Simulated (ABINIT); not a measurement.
```
! title: Quasiparticle gap of MoS2 (P6_3/mmc) in ABINIT
! method: RPA screening on PBE with spin-orbit coupling, plane waves, norm-conserving pseudopotentials (and 2 further levels or steps)
! program: ABINIT 10.8.3
! settings: cutoff 36 Ha, PseudoDojo fully relativistic 0.4 standard, norm-conserving, potential set dojo-fr-pbe-0.4-standard, ngkpt (3, 3, 1), nband 348, ecuteps 4.9 Ha, shiftk (0, 0, 0), symchi 1, awtr 1, frequency ppm, 3×3×1 k-mesh
! notes: The database entry behind the starting cell differs from other determinations of this structure. The program’s warnings: Neglecting <n,k|[Vnl,iqr]|m,k> and nproc spkpt=  >= nkpt= * nsppol=. The cell and positions come from the Crystallography Open Database and are kept as given unless a step says otherwise. Limits: screening head approximate. Local fields lower the RPA ε∞ on this mesh from 21.86 to 19.28; a Γ-centred mesh this coarse tends to raise both, most where the direct gap is narrow, while a short band sum lowers them. The 3×3×1 mesh is coarse for this cell, which bears on the long-range parts of exchange and screening.
! PBE gap: 0.88 eV, indirect
! G0W0 gap on the mesh: 1.68 eV
! G0W0 gap over the zone (rigid shift): 1.52 eV
! GW settings: 3×3×1 mesh, 348 bands, screening to 133.3 eV, Godby-Needs plasmon pole
! known limits: short of the basis limit; screening head approximate; coarse k mesh
CELL_PARAMETERS angstrom
3.16900 0.00000 0.00000
-1.58450 2.74443 0.00000
0.00000 0.00000 12.32400
ATOMIC_POSITIONS crystal
Mo 0.33333 0.66667 0.25000
Mo 0.66667 0.33333 0.75000
S 0.33333 0.66667 0.62300
S 0.66667 0.33333 0.12300
S 0.33333 0.66667 0.87700
S 0.66667 0.33333 0.37700
```

[Long decimals in the printed logs are rounded to 6 places.]

[Logs are printed without paths, hosts, clocks, repeated set-up lines and the standing remarks that a program may print on its own settings, such as how far it seeks lower states.]

[Paths, hosts, dates, memory and timing lines, banners, echoed tables and standing remarks are left out of the program output; an Ansatz launch command may be rebuilt from the run's recorded settings. Measured values are a selection of at most five: reports struck by readers or far from the other reports are left out. None is set beside runs whose start may be inverted or whose files or cutoffs have a known fault.]

[Runs of the session that timed out or met a known fault of the program may be left out.]

[Hosts, paths, dates, database ids (printed as entryN), source tags and the programs' standing remarks are cut or masked in the printed files.]

[G0W0 gaps are taken among the corrected bands and points alone; a level outside them can change the order at an edge.]

[Where Ansatz stands beside ABINIT at settings called matched, ABINIT's density can come from a denser mesh and the files from another edition; pairs whose starting gaps differed by over 0.03 eV were left out, so agreement reads better than it is.]
